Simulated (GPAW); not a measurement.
**ZrSe3 (P2_1/m): G0W0 with GPAW, start to end**

How does a plane-wave GW calculation on ZrSe3 (P2_1/m) run from the first input to the gap?

Main program and level: GPAW 26.7.0; LDA and many-body steps on it, plane waves.

Report form: the programs' logs are mostly left out.

## (1) The starting structure

The structure is monoclinic, space group P2_1/m (No. 11). Conventional cell: a = 5.411 Å, b = 3.749 Å, c = 9.444 Å, α = 90.00°, β = 97.48°, γ = 90.00°. Zr has 8 Se at 2.72 to 2.87 Å nearest. Se has 4 Zr at 2.72 to 2.87 Å nearest. Se has 1 Se at 2.34 Å and 2 Zr at 2.73 Å nearest. Se has 1 Se at 2.34 Å and 2 Zr at 2.74 Å nearest. Farther neighbours and most contacts between anions are not listed.

Coordinates:

```cif
data_structure
_symmetry_space_group_name_H-M 'P2_1/m'
_symmetry_Int_Tables_number 11
_cell_length_a 5.4109
_cell_length_b 3.7488
_cell_length_c 9.4440
_cell_angle_alpha 90.000
_cell_angle_beta 97.480
_cell_angle_gamma 90.000
_cell_volume 189.94
loop_
_atom_site_label
_atom_site_type_symbol
_atom_site_symmetry_multiplicity
_atom_site_Wyckoff_symbol
_atom_site_fract_x
_atom_site_fract_y
_atom_site_fract_z
_atom_site_occupancy
Zr1 Zr 2 e 0.28500 0.25000 0.65600 1
Se1 Se 2 e 0.76200 0.25000 0.55400 1
Se2 Se 2 e 0.45600 0.25000 0.17400 1
Se3 Se 2 e 0.88800 0.25000 0.16900 1
```

The cell and positions come from the Crystallography Open Database and are kept as given unless a step says otherwise.

## (2) Ground state

This step: GPAW 26.7.0; DFT, LDA, plane waves, PAW.

The ground-state density comes first.

Contents of run.py:

```python
import json
import numpy as np
from gpaw.mpi import world
from ase import Atoms
from gpaw import GPAW, PW, FermiDirac

atoms = Atoms(['Zr', 'Zr', 'Se', 'Se', 'Se', 'Se', 'Se', 'Se'],
    cell=[[5.4109000000, 0.0000000000, 0.0000000000],
      [0.0000000000, 3.7488000000, 0.0000000000],
      [-1.2294209091, 0.0000000000, 9.3636349901]],
    scaled_positions=[[0.2850000000, 0.2500000000, 0.6560000000],
      [0.7150000000, 0.7500000000, 0.3440000000],
      [0.7620000000, 0.2500000000, 0.5540000000],
      [0.2380000000, 0.7500000000, 0.4460000000],
      [0.4560000000, 0.2500000000, 0.1740000000],
      [0.5440000000, 0.7500000000, 0.8260000000],
      [0.8880000000, 0.2500000000, 0.1690000000],
      [0.1120000000, 0.7500000000, 0.8310000000]],
    pbc=(True, True, True))
calc = GPAW(mode=PW(450),
    xc='LDA',
    kpts={'size': (4, 6, 4), 'gamma': True},
    occupations=FermiDirac(0.001),
    nbands=-10,
    convergence={'density': 1e-6, 'bands': -3},
    maxiter=100,
    txt='gs.txt')
atoms.calc = calc
res = {'energy': atoms.get_potential_energy()}
kpts = calc.get_ibz_k_points()
res['kpts'] = kpts
res['eigenvalues'] = [calc.get_eigenvalues(kpt=k) for k in range(len(kpts))]
res['n_electrons'] = calc.get_number_of_electrons()
calc.write('gs.gpw')

if world.rank == 0:
    with open('result.json', 'w') as f:
        json.dump(res, f, default=lambda x: x.tolist())
```

Launch:

```
mpirun -n 8 gpaw python run.py
```

Wall time 89 s (8 MPI ranks of Arm Neoverse V1, shared host); peak memory 1.7 GiB; 11 min of CPU time.

This step gave:

| Quantity | Value |
| --- | --- |
| total energy | -49.99 eV |
| gap | 0.2904 eV |
| k of the valence top | 0, 0, 0 |
| k of the conduction bottom | 0.5, 0.1667, 0 |
| least direct gap | 0.5805 eV |

The gap is indirect, with the least direct gap 0.29 eV higher.

## (3) Bands along the symmetry lines

Levels along a band path, at the cheap level, show where the edges lie and whether the meshes to come will hold them.

Contents of run.py:

```python
import json
import numpy as np
from gpaw.mpi import world
from gpaw import GPAW

path = [[0.000000, 0.000000, 0.000000],
    [0.000000, 0.062500, 0.000000],
    [0.000000, 0.125000, 0.000000],
    [0.000000, 0.187500, 0.000000],
    [0.000000, 0.250000, 0.000000],
    [0.000000, 0.312500, 0.000000],
    [0.000000, 0.375000, 0.000000],
    [0.000000, 0.437500, 0.000000],
    [0.000000, 0.500000, 0.000000],
    [0.000000, 0.500000, 0.062500],
    [0.000000, 0.500000, 0.125000],
    [0.000000, 0.500000, 0.187500],
    [0.000000, 0.500000, 0.250000],
    [0.000000, 0.500000, 0.312500],
    [0.000000, 0.500000, 0.375000],
    [0.000000, 0.500000, 0.437500],
    [0.000000, 0.500000, 0.500000],
    [0.000000, 0.437500, 0.500000],
    [0.000000, 0.375000, 0.500000],
    [0.000000, 0.312500, 0.500000],
    [0.000000, 0.250000, 0.500000],
    [0.000000, 0.187500, 0.500000],
    [0.000000, 0.125000, 0.500000],
    [0.000000, 0.062500, 0.500000],
    [0.000000, 0.000000, 0.500000],
    [0.000000, 0.000000, 0.437500],
    [0.000000, 0.000000, 0.375000],
    [0.000000, 0.000000, 0.312500],
    [0.000000, 0.000000, 0.250000],
    [0.000000, 0.000000, 0.187500],
    [0.000000, 0.000000, 0.125000],
    [0.000000, 0.000000, 0.062500],
    [0.000000, 0.000000, 0.000000],
    [-0.062500, 0.000000, 0.062500],
    [-0.125000, 0.000000, 0.125000],
    [-0.187500, 0.000000, 0.187500],
    [-0.250000, 0.000000, 0.250000],
    [-0.312500, 0.000000, 0.312500],
    [-0.375000, 0.000000, 0.375000],
    [-0.437500, 0.000000, 0.437500],
    [-0.500000, 0.000000, 0.500000],
    [-0.500000, 0.062500, 0.500000],
    [-0.500000, 0.125000, 0.500000],
    [-0.500000, 0.187500, 0.500000],
    [-0.500000, 0.250000, 0.500000],
    [-0.500000, 0.312500, 0.500000],
    [-0.500000, 0.375000, 0.500000],
    [-0.500000, 0.437500, 0.500000],
    [-0.500000, 0.500000, 0.500000],
    [-0.437500, 0.500000, 0.437500],
    [-0.375000, 0.500000, 0.375000],
    [-0.312500, 0.500000, 0.312500],
    [-0.250000, 0.500000, 0.250000],
    [-0.187500, 0.500000, 0.187500],
    [-0.125000, 0.500000, 0.125000],
    [-0.062500, 0.500000, 0.062500],
    [0.000000, 0.500000, 0.000000],
    [-0.062500, 0.500000, 0.000000],
    [-0.125000, 0.500000, 0.000000],
    [-0.187500, 0.500000, 0.000000],
    [-0.250000, 0.500000, 0.000000],
    [-0.312500, 0.500000, 0.000000],
    [-0.375000, 0.500000, 0.000000],
    [-0.437500, 0.500000, 0.000000],
    [-0.500000, 0.500000, 0.000000],
    [-0.500000, 0.437500, 0.000000],
    [-0.500000, 0.375000, 0.000000],
    [-0.500000, 0.312500, 0.000000],
    [-0.500000, 0.250000, 0.000000],
    [-0.500000, 0.187500, 0.000000],
    [-0.500000, 0.125000, 0.000000],
    [-0.500000, 0.062500, 0.000000],
    [-0.500000, 0.000000, 0.000000],
    [-0.437500, 0.000000, 0.000000],
    [-0.375000, 0.000000, 0.000000],
    [-0.312500, 0.000000, 0.000000],
    [-0.250000, 0.000000, 0.000000],
    [-0.187500, 0.000000, 0.000000],
    [-0.125000, 0.000000, 0.000000],
    [-0.062500, 0.000000, 0.000000],
    [0.000000, 0.000000, 0.000000]]
calc = GPAW('gs.gpw').fixed_density(kpts=path,
    symmetry='off',
    nbands=40,
    convergence={'bands': 36},
    txt='bands.txt')
res = {}
kpts = calc.get_ibz_k_points()
res['kpts'] = kpts
res['eigenvalues'] = [calc.get_eigenvalues(kpt=k) for k in range(len(kpts))]
res['n_electrons'] = calc.get_number_of_electrons()

if world.rank == 0:
    with open('result.json', 'w') as f:
        json.dump(res, f, default=lambda x: x.tolist())
```

Launch:

```
mpirun -n 8 gpaw python run.py
```

It took 2.3 min on 8 MPI ranks; peak memory 2 GiB.

Numbers from this step:

* gap: 0.2856 eV
* k of the valence top: -0.125, 0, 0
* k of the conduction bottom: -0.5, 0.125, 0
* least direct gap: 0.5774 eV

The gap is 0.286 eV, −0.005 eV from the run before at this level.

Electronic bands along the path, in eV, zero at the top of the highest filled band:

```
  point  band 27  band 28  band 29  band 30  band 31  band 32  band 33  band 34
      Γ    -0.69    -0.58    -0.12     0.00     0.64     1.01     2.64     2.83
halfway    -1.28    -1.22    -1.02    -0.88     1.76     1.96     2.68     2.80
      Z    -1.69    -1.69    -1.15    -1.15     2.38     2.38     2.77     2.77
halfway    -1.79    -1.79    -1.14    -1.14     2.40     2.40     2.78     2.78
      D    -1.91    -1.91    -1.14    -1.14     2.41     2.41     2.78     2.78
halfway    -1.22    -1.09    -0.98    -0.91     1.60     2.19     2.64     2.86
      B    -0.69    -0.59    -0.15    -0.10     0.48     1.18     2.65     2.80
halfway    -0.69    -0.58    -0.14    -0.05     0.53     1.13     2.66     2.79
      Γ    -0.69    -0.58    -0.12     0.00     0.64     1.01     2.64     2.83
halfway    -0.87    -0.57    -0.56    -0.09     0.78     1.13     1.81     2.09
      A    -1.49    -0.89    -0.45    -0.42     0.31     0.54     1.14     1.23
halfway    -1.34    -1.18    -1.05    -0.99     0.36     0.53     2.08     2.19
      E    -1.67    -1.67    -1.42    -1.42     0.55     0.55     2.51     2.51
halfway    -1.55    -1.55    -1.27    -1.27     2.25     2.25     2.40     2.40
      Z    -1.69    -1.69    -1.15    -1.15     2.38     2.38     2.77     2.77
halfway    -1.51    -1.51    -1.20    -1.20     2.10     2.10     2.46     2.46
     C2    -1.82    -1.82    -1.32    -1.32     0.54     0.54     2.42     2.42
halfway    -1.30    -1.27    -1.18    -1.00     0.33     0.54     2.01     2.06
     Y2    -0.98    -0.56    -0.37    -0.30     0.30     0.64     1.11     1.20
halfway    -0.56    -0.51    -0.37    -0.06     0.83     1.08     1.81     2.14
      Γ    -0.69    -0.58    -0.12     0.00     0.64     1.01     2.64     2.83
```

## (4) Empty states on the mesh, 4×4×2 mesh, 318 bands

The sums over transitions need many empty states on a uniform mesh; this step solves for them.

Contents of run.py:

```python
import json
import numpy as np
from gpaw.mpi import world
from gpaw import GPAW

calc = GPAW('gs.gpw').fixed_density(kpts={'size': (4, 4, 2), 'gamma': True},
    parallel={'domain': 1, 'band': 1},
    txt='nscf.txt')
calc.diagonalize_full_hamiltonian(nbands=318)
calc.write('full.gpw', mode='all')
res = {}
kpts = calc.get_ibz_k_points()
res['kpts'] = kpts
res['eigenvalues'] = [calc.get_eigenvalues(kpt=k) for k in range(len(kpts))]
res['n_electrons'] = calc.get_number_of_electrons()

if world.rank == 0:
    with open('result.json', 'w') as f:
        json.dump(res, f, default=lambda x: x.tolist())
```

Launch:

```
mpirun -n 8 gpaw python run.py
```

Wall time 5.4 min (8 MPI ranks); peak memory 13 GiB; 40 min of CPU time.

This step gave:

```
gap                                                           : 0.3077 eV
k of the valence top                                          : 0, 0, 0
k of the conduction bottom                                    : 0.5, 0, 0
least direct gap                                              : 0.5848 eV
k points computed                                             : 20
lowest point of the top converged band, above the valence top : 66.2552 eV
```

On this mesh the gap is 0.308 eV.

## (5) Screening and self-energy, 4×4×2 mesh, 308 bands, screening to 80 eV

G0W0 replaces the xc potential by the self-energy, built once from these orbitals. Only a window of levels is corrected, while the sums run over the empty bands that the input names.

This step: G0W0 on LDA, plane waves, PAW.

Contents of run.py:

```python
import json
import numpy as np
from gpaw.mpi import world
from gpaw.response.g0w0 import G0W0

gw = G0W0('full.gpw',
    filename='gw',
    kpts=[0, 1, 14],
    bands=(28, 32),
    ecut=80,
    nbands=308,
    integrate_gamma='WS',
    ppa=True)
gw.calculate()
res = {mode: {k: v for k, v in r.items() if k != 'sigma_eskwn'}
       for mode, r in gw.all_results.items()}

if world.rank == 0:
    with open('result.json', 'w') as f:
        json.dump(res, f, default=lambda x: x.tolist())
```

Launch:

```
mpirun -n 8 gpaw python run.py
```

Wall time 7.3 min (8 MPI ranks); peak memory 4 GiB.

Numbers from this step:

| Property | Result |
| --- | --- |
| G0W0 gap on the points computed | 0.9153 eV |
| least direct G0W0 gap on the computed points | 1.245 eV |
| Z at the valence top | 0.7889 |
| Z at the conduction bottom | 0.7911 |
| starting gap on the mesh | 0.3077 eV |
| k of the valence top | 0, 0, 0 |
| k of the conduction bottom | 0.5, 0, 0 |

The gap on the mesh goes from 0.31 eV to 0.92 eV, a correction of +0.61 eV.

Limits: finite bands, cutoff and mesh; no spin-orbit coupling; coarse k mesh. v1 is the top filled band, c1 the lowest empty one. The levels before and after the correction (eV, zero at the valence-band top of each column):

```
           conduction bottom  valence top
Kohn-Sham               0.31         0.00
     G0W0               0.92         0.00
```

```
                  level  energy (eV)
Kohn-Sham          Γ v2       -0.118
Kohn-Sham          Γ v1        0.000
Kohn-Sham          Γ c1        0.647
Kohn-Sham          Γ c2        1.016
Kohn-Sham  (0.5 0 0) v2       -0.365
Kohn-Sham  (0.5 0 0) v1       -0.293
Kohn-Sham  (0.5 0 0) c1        0.308
Kohn-Sham  (0.5 0 0) c2        0.647
     G0W0          Γ v2       -0.025
     G0W0          Γ v1        0.000
     G0W0          Γ c1        1.388
     G0W0          Γ c2        1.936
     G0W0  (0.5 0 0) v2       -0.419
     G0W0  (0.5 0 0) v1       -0.330
     G0W0  (0.5 0 0) c1        0.915
     G0W0  (0.5 0 0) c2        1.346
```

## (6) Where the time went

Times are wall times on 8 MPI ranks of Arm Neoverse V1, shared host, good to a factor of about two.

```
                          step     time  share  memory (GiB)
                  ground state     89 s    9 %           1.7
bands along the symmetry lines  2.3 min   14 %             2
      empty states on the mesh  5.4 min   33 %            13
     screening and self-energy  7.3 min   44 %           4.0
```

## (7) Results

| Item | Value |
| --- | --- |
| LDA gap | 0.29 eV, indirect |
| G0W0 gap on the mesh | 0.92 eV |
| G0W0 gap over the zone (rigid shift) | 0.89 eV |
| GW settings | 4×4×2 mesh, 308 bands, screening to 80 eV, Godby-Needs plasmon pole |
| known limits | not at the basis limit; no spin-orbit coupling; coarse k mesh |

What this shows: G0W0 moves the gap on the mesh from 0.31 eV to 0.92 eV (+0.61 eV), with Z of 0.79 and 0.79 at the edges. The mesh misses the band edges by 0.02 eV in all; a rigid shift gives 0.89 eV for the zone. Only 3 of the mesh's irreducible points were corrected, so a valley elsewhere could overtake. Bands and cutoff are finite, so the gap is not at the basis limit. The miss can reach some tenths of an eV and take either sign; the mesh is an error of its own. These stock PAW sets were not made for GW; the filled d or f shell of Se lies in the frozen core, which bears on start and correction. In the G0W0 run levels were corrected at 3 k points alone, so a gap called «on the mesh» is the least over those, and an edge elsewhere would be missed. The 4×4×2 mesh is coarse for this cell, which bears on the long-range parts of exchange and screening. The many-body steps are scalar-relativistic: spin-orbit coupling is not in them.

[Paths, hosts, dates, memory and timing lines, banners, echoed tables and standing remarks are left out of the program output.]

[Logs are printed without paths, hosts, clocks, repeated set-up lines and the standing remarks that a program may print on its own settings, such as how far it seeks lower states.]

[Runs of the session that timed out or met a known fault of the program may be left out.]

[Hosts, paths, dates, database ids (printed as entryN), source tags and the programs' standing remarks are cut or masked in the printed files.]
